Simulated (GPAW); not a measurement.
# Core-hole calculation of the Al K edge in Al2Cu (P4/mmm)

Aim: the near-edge shape at the Al K edge of Al2Cu (P4/mmm), and what the core hole does to it.

Main program and level: GPAW 26.7.0; X-ray absorption from dipole matrix elements to empty bands, plane-wave PAW LDA.

### Step 1. Set-up

The structure is tetragonal, space group P4/mmm (No. 123). Conventional cell: a = 4.105 Å, b = 4.105 Å, c = 2.891 Å, α = 90.00°, β = 90.00°, γ = 90.00°. Nearest to Cu lie 8 Al at 2.51 Å. Nearest to Al lie 4 Cu at 2.51 Å. Farther neighbours are not listed.

As a file:

```cif
data_structure
_symmetry_space_group_name_H-M 'P4/mmm'
_symmetry_Int_Tables_number 123
_cell_length_a 4.1052
_cell_length_b 4.1052
_cell_length_c 2.8913
_cell_angle_alpha 90.000
_cell_angle_beta 90.000
_cell_angle_gamma 90.000
_cell_volume 48.73
loop_
_atom_site_label
_atom_site_type_symbol
_atom_site_symmetry_multiplicity
_atom_site_Wyckoff_symbol
_atom_site_fract_x
_atom_site_fract_y
_atom_site_fract_z
_atom_site_occupancy
Cu1 Cu 1 a 0.00000 0.00000 0.00000 1
Al1 Al 2 e 0.00000 0.50000 0.50000 1
```

### Step 2. Ground state of the crystal

A plain self-consistent run shows whether there is a gap, which decides the set-up of the core-hole run.

scf.py

```python
import numpy as np
from ase import Atoms
from ase.parallel import parprint, paropen
from gpaw import GPAW, PW, FermiDirac, Mixer, MixerDif, setup_paths
from gpaw.test import gen
setup_paths.insert(0, '.')
gen('Al', name='nch1s', xcname='LDA', corehole=(1, 0, 0), write_xml=True)
from gpaw.mpi import world
world.barrier()

atoms = Atoms('CuAl2',
    cell=[[4.105182, 0, 0],
     [0, 4.105182, 0],
     [0, 0, 2.891313]],
    scaled_positions=[[0, 0, 0],
     [0, 0.5, 0.5],
     [0.5, 0, 0.5]],
    pbc=True)
atoms.calc = calc = GPAW(legacy_gpaw=True, mode=PW(430), xc='LDA', setups={1: 'nch1s'},
    kpts={'size': (6, 6, 9), 'gamma': True}, occupations=FermiDirac(0.05),
    charge=0, mixer=Mixer(0.1, 5, 50), maxiter=150,
    convergence={'density': 0.0001}, txt='scf.txt')
energy = atoms.get_potential_energy() + calc.get_reference_energy()
ef = calc.get_fermi_level()
out = dict(energy=energy, fermi=ef, forces=atoms.get_forces().tolist())
parprint(f'all-electron energy {energy:.4f} eV, Fermi level {ef:.4f} eV')
ev = np.array([[calc.get_eigenvalues(k, s) for k in range(len(calc.get_ibz_k_points()))] for s in range(calc.get_number_of_spins())])
out['homo'], out['lumo'], out['counts'] = ev[ev < ef].max(), ev[ev > ef].min(), sorted(set((ev < ef).sum((0, 2)).tolist()))
out['filled'] = (ev[:, 0] < ef).sum(1).tolist()
import json
with paropen('out.json', 'w') as f:
    json.dump(out, f)
```

The run is started by

```console
$ OMP_NUM_THREADS=1 mpirun -n 4 gpaw python scf.py
```

Numbers of over 12 decimals in the logs are rounded to 6 here.

Output:

```text
Input parameters:
  convergence: {density: 0.0001}
  kpts: {gamma: True,
         size: (6, 6, 9)}
  maxiter: 150
  mixer: {backend: pulay,
          beta: 0.1,
          method: separate,
          nmaxold: 5,
          weight: 50}
  mode: {ecut: 430.0,
         name: pw}
  occupations: {fixmagmom: False,
                name: fermi-dirac,
                width: 0.05}
  setups: {1: nch1s}

Initialize ...

[... PAW data sets ...]

Reference energy: -58107.939669  # eV

Spin-paired calculation

[... convergence settings ...]
Symmetries present (total): 8
  [... symmetry matrices ...]

324 k-points: 6 x 6 x 9 Monkhorst-Pack grid + [1/12,1/12,0.000000]
80 k-points in the irreducible part of the Brillouin zone
       k-points in crystal coordinates                weights
   0:     0.00000000    0.00000000    0.00000000          1/324
   1:     0.00000000    0.00000000    0.11111111          2/324
   2:     0.00000000    0.00000000    0.22222222          2/324
   3:     0.00000000    0.00000000    0.33333333          2/324
   4:     0.00000000    0.00000000    0.44444444          2/324
   5:     0.00000000    0.16666667    0.00000000          2/324
   6:     0.00000000    0.16666667    0.11111111          4/324
   7:     0.00000000    0.16666667    0.22222222          4/324
   8:     0.00000000    0.16666667    0.33333333          4/324
   9:     0.00000000    0.16666667    0.44444444          4/324
          ...
  79:     0.50000000    0.50000000    0.44444444          2/324

Wave functions: Plane wave expansion
  Cutoff energy: 430.000 eV
  Number of coefficients (min, max): 964, 1009
  Pulay-stress correction: 0.000000 eV/Ang^3 (de/decut=0.000000)
  Using FFTW library
  Wavefunction extrapolation:
    Improved wavefunction reuse through dual PAW basis

Occupation numbers: Fermi-Dirac:
  width: 0.0500  # eV

Eigensolver
   Davidson(niter=2)

Densities:
  Coarse grid: 20*20*14 grid
  Fine grid: 40*40*28 grid
  Total Charge: 0.000000

Density mixing:
  Method: separate
  Backend: pulay
  Linear mixing parameter: 0.1
  old densities: 5
  Width of damping distribution: 1.1
  Damping of long wavelength oscillations: 50

[... Hamiltonian set-up ...]
Number of atoms: 3
Number of atomic orbitals: 17
Number of bands in calculation: 15
Number of valence electrons: 17
Bands to converge: occupied

... initialized

Initializing position-dependent things.

Density initialized from atomic densities
Creating initial wave functions:
  15 bands from LCAO basis set

Positions:
   0 Cu     0.000000    0.000000    0.000000    ( 0.0000,  0.0000,  0.0000)
   1 Al     0.000000    2.052591    1.445656    ( 0.0000,  0.0000,  0.0000)
   2 Al     2.052591    0.000000    1.445656    ( 0.0000,  0.0000,  0.0000)

Unit cell:
           periodic     x           y           z      points  spacing
  1. axis:    yes    4.105182    0.000000    0.000000    20     0.2053
  2. axis:    yes    0.000000    4.105182    0.000000    20     0.2053
  3. axis:    yes    0.000000    0.000000    2.891313    14     0.2065

  Lengths:   4.105182   4.105182   2.891313
  Angles:   90.000000  90.000000  90.000000

Effective grid spacing dv^(1/3) = 0.2057

iter:   1   -15.440862
iter:   2   -13.421831   -0.91  -0.98
iter:   3   -13.205307   -1.38  -1.13
iter:   4   -13.109844   -2.04  -1.25
iter:   5   -13.095243   -2.39  -1.58
iter:   6   -13.095284   -2.72  -1.90
iter:   7   -13.078541   -2.42  -2.24
iter:   8   -13.078291   -4.77  -3.00
iter:   9   -13.078276c  -5.70  -3.08
iter:  10   -13.078386c  -4.64  -3.13
iter:  11   -13.078273c  -4.96  -3.20
iter:  12   -13.078271c  -6.46  -3.64
iter:  13   -13.078268c  -7.60c -3.72
iter:  14   -13.078266c  -6.89  -4.29c
iter:  15   -13.078266c  -8.54c -4.84c

Converged after 15 iterations.

Dipole moment: (-0.000000, -0.000000, -0.000000) |e|*Ang

Energy contributions relative to reference atoms: (reference = -58107.939669)

Kinetic:         -8.367335
Potential:       +8.430219
External:        +0.000000
XC:             -13.253184
Entropy (-ST):   -0.004763
Local:           +0.114416
SIC:             +0.000000
--------------------------
Free energy:    -13.080647
Extrapolated:   -13.078266

Showing only first 2 kpts
 Kpt  Band  Eigenvalues  Occupancy
  0     6      4.09754    2.00000
  0     7      4.09754    2.00000
  0     8      6.31669    1.82207
  0     9      7.33686    0.00000

  1     6      4.47605    2.00000
  1     7      4.47605    2.00000
  1     8      6.44060    0.92423
  1     9      7.46708    0.00000

Fermi level: 6.43301

No gap
No difference between direct/indirect transitions

Forces in eV/Ang:
  0 Cu    0.00000    0.00000    0.00000
  1 Al   -0.00000    0.00000    0.00000
  2 Al    0.00000    0.00000    0.00000
Scalar-relativistic atomic LDA calculation for Al (Aluminium, Z=13)
Core hole in 1s state (1s occupation: 2.0)
450 radial gridpoints.
|------------------------------------------------|
|------------------------------------------------|
[... the atom generator's iteration count ...]

Energy contributions:
-------------------------
Kinetic:     +241.907748
XC:           -17.475820
Potential:   -466.184455
-------------------------
Total:       -241.752526

state      eigenvalue         ekin         rmax
-----------------------------------------------
1s^2.0 :   -55.275624    79.068605        0.079
2s^2.0 :    -3.950529    10.716381        0.498
2p^6.0 :    -2.562254     9.904148        0.428
3s^2.0 :    -0.287726     1.129441        2.062
3p^1.0 :    -0.102289     0.654006        2.636
-----------------------------------------------
(units: Bohr and Hartree)

Generating PAW setup
Kinetic energy of the core from tauc = 239.438228
Cutoffs:
rc(s)=2.050
rc(p)=2.050
rc(d)=2.050
rc(vbar)=1.845
rc(comp)=2.050
rc(nct)=2.050

Kinetic energy of the core states: 238.994859
Charge: 0.0
Core electrons: 10.0
Valence electrons: 3.0
Pseudo-core charge: 0.393537
Shape function alpha=2.380
Pseudo-electron charge 3.499916
state    eigenvalue         norm
--------------------------------
3s(2) :    -0.287726     1.053448
*s    :     0.712274
3p(1) :    -0.102289     0.999482
*p    :     0.897711
*d    :     0.000000
--------------------------------

Diagonalizing with gridspacing h=0.050

state   all-electron     PAW
-------------------------------
3s:      -0.287726    -0.287811
3p:      -0.102289    -0.102345
*d:                    0.027274
*f:                    0.064816
-------------------------------
all-electron energy -58121.0179 eV, Fermi level 6.4330 eV
```

It took 5.6 s on 4 MPI ranks of Arm Neoverse V2, shared host; peak memory 0.17 GiB; 22 s of CPU time.

The mesh shows no gap, so the system is treated as a metal and the core electron is put at the Fermi level (neutral cell).

### Step 3. Spectrum without a core hole, Al atom 2

Without a hole the spectrum is the empty density of states of the right symmetry on the absorber, weighted by matrix elements. It needs only the small cell and serves as the baseline. The data set with a hole of occupation 0 only carries the core orbital.

The absorber has 4 Cu at 2.51 Å, 2 Al at 2.89 Å and 4 Al at 2.90 Å (10-fold, site symmetry mmm).

xas.py

```python
import numpy as np
from ase import Atoms
from ase.parallel import parprint, paropen
from gpaw import GPAW, PW, FermiDirac, Mixer, MixerDif, setup_paths
from gpaw.test import gen
setup_paths.insert(0, '.')
gen('Al', name='nch1s', xcname='LDA', corehole=(1, 0, 0), write_xml=True)
from gpaw.mpi import world
world.barrier()

atoms = Atoms('CuAl2',
    cell=[[4.105182, 0, 0],
     [0, 4.105182, 0],
     [0, 0, 2.891313]],
    scaled_positions=[[0, 0, 0],
     [0, 0.5, 0.5],
     [0.5, 0, 0.5]],
    pbc=True)
atoms.calc = calc = GPAW(legacy_gpaw=True, mode=PW(430), xc='LDA', setups={1: 'nch1s'},
    kpts={'size': (8, 8, 12), 'gamma': True}, occupations=FermiDirac(0.1),
    charge=0, mixer=Mixer(0.1, 5, 50), maxiter=150,
    convergence={'density': 0.0001}, txt='scf.txt')
energy = atoms.get_potential_energy() + calc.get_reference_energy()
ef = calc.get_fermi_level()
out = dict(energy=energy, fermi=ef, forces=atoms.get_forces().tolist())
parprint(f'all-electron energy {energy:.4f} eV, Fermi level {ef:.4f} eV')
ev = np.array([[calc.get_eigenvalues(k, s) for k in range(len(calc.get_ibz_k_points()))] for s in range(calc.get_number_of_spins())])
out['homo'], out['lumo'], out['counts'] = ev[ev < ef].max(), ev[ev > ef].min(), sorted(set((ev < ef).sum((0, 2)).tolist()))
out['filled'] = (ev[:, 0] < ef).sum(1).tolist()

from ase.units import Ha
from gpaw.xas import dipole_matrix_elements
nb = int(calc.get_number_of_electrons() / 2) + 32
top = nb
nscf = calc.fixed_density(kpts={'size': (5, 5, 7), 'gamma': True},
    convergence={'eigenstates': 1.0}, txt='nscf.txt')
nscf.diagonalize_full_hamiltonian(nbands=nb)
cell = atoms.cell.array
ops = [cell.T @ U.T @ np.linalg.inv(cell.T) for U in nscf.wfs.kd.symmetry.op_scc]
E = np.arange(-25, 34, 0.1)
fwhm = np.interp(E, [4, 25], [0.9, 3.5])
Y, X, zero, highest = 0, 0, 1e9, 1e9
for spin in range(nscf.get_number_of_spins()):
    wfs = nscf.wfs
    A = dipole_matrix_elements(wfs.setups[1])
    eps = np.zeros((wfs.kd.nibzkpts, nb))
    d = np.zeros((3, A.shape[1], wfs.kd.nibzkpts, nb), complex)
    for kpt in wfs.kpt_u:
        if kpt.s == spin and 1 in kpt.P_ani:
            eps[kpt.k] = kpt.eps_n * Ha
            d[:, :, kpt.k] = (kpt.weight * wfs.nspins / 2) ** 0.5 * np.inner(A, kpt.P_ani[1])
    world.sum(eps)
    world.sum(d)
    T = np.einsum('amkn,bmkn->abkn', d, d.conj()).real
    T = sum(np.einsum('ai,ijkn,bj->abkn', R, T, R) for R in ops) / len(ops)
    empty = eps > ef
    zero, highest = min(zero, eps[empty].min()), min(highest, eps[:, top - 1].min())
    lines = [(eps, T, empty)] if spin == 0 else lines + [(eps, T, empty)]
for eps, T, empty in lines:
    f = np.einsum('aakn->akn', T).reshape(3, -1)
    x = eps.ravel() - zero
    w = np.interp(x, E, fwhm) / 2.35482
    g = np.exp(-0.5 * ((E[:, None] - x) / w) ** 2) / (w * (2 * np.pi) ** 0.5)
    Y = Y + (f * empty.ravel()) @ g.T
    X = X + (f * ~empty.ravel()) @ g.T
out.update(E=E.round(2).tolist(), xas=Y.tolist(), xes=X.tolist(), zero=zero, valid=highest - zero, nk=len(eps), nb=nb)
for i in range(0, len(E), 10):
    parprint(f'{E[i]:7.2f}', *(f'{v:10.3e}' for v in Y[:, i]))
import json
with paropen('out.json', 'w') as f:
    json.dump(out, f)
```

The run is started by

```console
$ OMP_NUM_THREADS=1 mpirun -n 4 gpaw python xas.py
```

Output:

```text
Input parameters:
  convergence: {density: 0.0001}
  kpts: {gamma: True,
         size: (8, 8, 12)}
  maxiter: 150
  mixer: {backend: pulay,
          beta: 0.1,
          method: separate,
          nmaxold: 5,
          weight: 50}
  mode: {ecut: 430.0,
         name: pw}
  occupations: {fixmagmom: False,
                name: fermi-dirac,
                width: 0.1}
  setups: {1: nch1s}

Initialize ...

[...]
*p    :     0.897711
*d    :     0.000000
--------------------------------

Diagonalizing with gridspacing h=0.050

state   all-electron     PAW
-------------------------------
3s:      -0.287726    -0.287811
3p:      -0.102289    -0.102345
*d:                    0.027274
*f:                    0.064816
-------------------------------
all-electron energy -58121.0116 eV, Fermi level 6.4218 eV
[...]
32.00  6.993e-06  6.705e-06  7.069e-06
  33.00  6.323e-06  6.101e-06  7.063e-06
[key lines of the parts left out:]
Converged after 17 iterations.
Dipole moment: (0.000000, -0.000000, -0.000000) |e|*Ang
Free energy:    -13.085404
Fermi level: 6.42184
```

The job ended after 30 s (4 MPI ranks; peak memory 0.31 GiB; 2 min of CPU time).

The Al K spectrum, Al atom 2, no core hole (energy from the lowest empty level; intensity scaled to a mean of 1 over the first 20 eV; polarised curves are means over the symmetry-equivalent atoms):

| E (eV) | isotropic | ε ⊥ c | ε ∥ c |
| --- | --- | --- | --- |
| -2.0 | 0.00 | 0.00 | 0.00 |
| -1.0 | 0.01 | 0.00 | 0.01 |
| 0.0 | 0.27 | 0.21 | 0.39 |
| 1.0 | 0.50 | 0.48 | 0.54 |
| 2.0 | 0.68 | 0.78 | 0.49 |
| 3.0 | 0.80 | 0.73 | 0.93 |
| 4.0 | 1.03 | 1.08 | 0.92 |
| 5.0 | 0.75 | 0.78 | 0.69 |
| 6.0 | 1.09 | 1.05 | 1.18 |
| 7.0 | 1.12 | 1.12 | 1.10 |
| 8.0 | 1.10 | 1.12 | 1.06 |
| 9.0 | 1.19 | 1.26 | 1.05 |
| 10.0 | 1.19 | 1.18 | 1.21 |
| 11.0 | 1.01 | 0.94 | 1.15 |
| 12.0 | 1.10 | 1.10 | 1.12 |
| 13.0 | 1.15 | 1.18 | 1.08 |
| 14.0 | 1.16 | 1.13 | 1.21 |
| 15.0 | 1.17 | 1.13 | 1.27 |
| 16.0 | 1.06 | 1.06 | 1.06 |
| 17.0 | 1.07 | 1.07 | 1.07 |
| 18.0 | 1.11 | 1.10 | 1.12 |
| 19.0 | 1.07 | 1.07 | 1.06 |
| 20.0 | 0.97 | 0.96 | 0.98 |
| 21.0 | 0.82 | 0.80 | 0.85 |
| 22.0 | 0.67 | 0.67 | 0.68 |
| 23.0 | 0.60 | 0.62 | 0.55 |
| 24.0 | 0.58 | 0.61 | 0.53 |
| 25.0 | 0.60 | 0.61 | 0.56 |
| 26.0 | 0.62 | 0.62 | 0.62 |
| 27.0 | 0.64 | 0.63 | 0.66 |
| 28.0 | 0.67 | 0.66 | 0.69 |
| 29.0 | 0.71 | 0.72 | 0.71 |

Main maxima below 24 eV (height): 1.6 eV (0.70), 4.0 eV (1.03), 6.5 eV (1.19), 9.6 eV (1.22), 12.7 eV (1.16), 14.7 eV (1.19) and 18.0 eV (1.11). A K edge sees empty p states on the absorber.

The same matrix elements for filled bands give the Al K emission of Al atom 2 (ground-state approximation; energy from the lowest empty level, largest value 1):

| E (eV) | emission |
| --- | --- |
| -24.00 | 0.00 |
| -23.25 | 0.00 |
| -22.50 | 0.00 |
| -21.75 | 0.00 |
| -21.00 | 0.00 |
| -20.25 | 0.00 |
| -19.50 | 0.00 |
| -18.75 | 0.00 |
| -18.00 | 0.00 |
| -17.25 | 0.00 |
| -16.50 | 0.00 |
| -15.75 | 0.00 |
| -15.00 | 0.00 |
| -14.25 | 0.00 |
| -13.50 | 0.00 |
| -12.75 | 0.00 |
| -12.00 | 0.00 |
| -11.25 | 0.00 |
| -10.50 | 0.01 |
| -9.75 | 0.03 |
| -9.00 | 0.09 |
| -8.25 | 0.10 |
| -7.50 | 0.15 |
| -6.75 | 0.21 |
| -6.00 | 0.30 |
| -5.25 | 0.67 |
| -4.50 | 0.82 |
| -3.75 | 0.40 |
| -3.00 | 0.61 |
| -2.25 | 0.75 |
| -1.50 | 0.69 |
| -0.75 | 0.98 |
| 0.00 | 0.45 |
| 0.75 | 0.02 |
| 1.50 | 0.00 |
| 2.25 | 0.00 |
| 3.00 | 0.00 |

Emission maxima: -4.8 eV (0.90), -2.4 eV (0.76) and -0.6 eV (1.00).

### Step 4. Reference energy of the supercell

The photon energy needs a difference of total energies, so the cell and mesh of the coming hole run are first run without a hole.

scf.py, as its differences from that of step 2:

```diff
@@ -10,12 +10,33 @@
 
-atoms = Atoms('CuAl2',
-    cell=[[4.105182, 0, 0],
-     [0, 4.105182, 0],
-     [0, 0, 2.891313]],
+atoms = Atoms('Cu8Al16',
+    cell=[[4.105182, 4.105182, 5.782626],
+     [-4.105182, 4.105182, -5.782626],
+     [-4.105182, -4.105182, 5.782626]],
     scaled_positions=[[0, 0, 0],
      [0, 0.5, 0.5],
-     [0.5, 0, 0.5]],
+     [0.25, 0, 0.25],
+     [0.5, 0.5, 0],
+     [0.25, 0.5, 0.75],
+     [0.5, 0, 0.5],
+     [0.75, 0.5, 0.25],
+     [0.75, 0, 0.75],
+     [0.375, 0.25, 0.125],
+     [0.375, 0.75, 0.625],
+     [0.625, 0.25, 0.375],
+     [0.875, 0.75, 0.125],
+     [0.625, 0.75, 0.875],
+     [0.875, 0.25, 0.625],
+     [0.125, 0.75, 0.375],
+     [0.125, 0.25, 0.875],
+     [0.125, 0.75, 0.875],
+     [0.125, 0.25, 0.375],
+     [0.375, 0.75, 0.125],
+     [0.625, 0.25, 0.875],
+     [0.375, 0.25, 0.625],
+     [0.625, 0.75, 0.375],
+     [0.875, 0.25, 0.125],
+     [0.875, 0.75, 0.625]],
     pbc=True)
-atoms.calc = calc = GPAW(legacy_gpaw=True, mode=PW(430), xc='LDA', setups={1: 'nch1s'},
-    kpts={'size': (6, 6, 9), 'gamma': True}, occupations=FermiDirac(0.05),
+atoms.calc = calc = GPAW(legacy_gpaw=True, mode=PW(430), xc='LDA', setups={8: 'nch1s'},
+    kpts={'size': (3, 3, 3), 'gamma': True}, occupations=FermiDirac(0.1),
     charge=0, mixer=Mixer(0.1, 5, 50), maxiter=150,
```

The run is started by

```console
$ OMP_NUM_THREADS=1 mpirun -n 4 gpaw python scf.py
```

Output:

```text
Input parameters:
  convergence: {density: 0.0001}
  kpts: {gamma: True,
         size: (3, 3, 3)}
  maxiter: 150
  mixer: {backend: pulay,
          beta: 0.1,
          method: separate,
          nmaxold: 5,
          weight: 50}
  mode: {ecut: 430.0,
         name: pw}
  occupations: {fixmagmom: False,
                name: fermi-dirac,
                width: 0.1}
  setups: {8: nch1s}

Initialize ...

[...]
3s(2) :    -0.287726     1.053448
*s    :     0.712274
3p(1) :    -0.102289     0.999482
*p    :     0.897711
*d    :     0.000000
--------------------------------

Diagonalizing with gridspacing h=0.050

state   all-electron     PAW
-------------------------------
3s:      -0.287726    -0.287811
3p:      -0.102289    -0.102345
*d:                    0.027274
*f:                    0.064816
-------------------------------
all-electron energy -464967.9695 eV, Fermi level 6.4455 eV
[key lines of the parts left out:]
Converged after 15 iterations.
Dipole moment: (0.000000, 0.000000, -0.000019) |e|*Ang
Free energy:   -104.562634
Fermi level: 6.44555
```

It took 58 s on 4 MPI ranks; peak memory 0.33 GiB; 3.9 min of CPU time.

Reference energy: -464967.970 eV with the cores included.

(Part 1 of 3 ends here.)

[Banner, clock and machine lines of the logs are left out without a mark of their own.]

[Logs are printed without paths, hosts, clocks, repeated set-up lines and the standing remarks that a program may print on its own settings, such as how far it seeks lower states.]

[Hosts, paths, dates, database ids (printed as entryN), source tags and the programs' standing remarks are cut or masked in the printed files.]

[Lists of maxima count a maximum above −3 eV only where it reaches 4 % of the highest in the window and stands out from its surroundings by 2 % of it (1.5 % where it reaches 55 %); shoulders and weaker maxima are passed over, and of the rest the first, up to two pre-edge ones and the few strongest are named.]
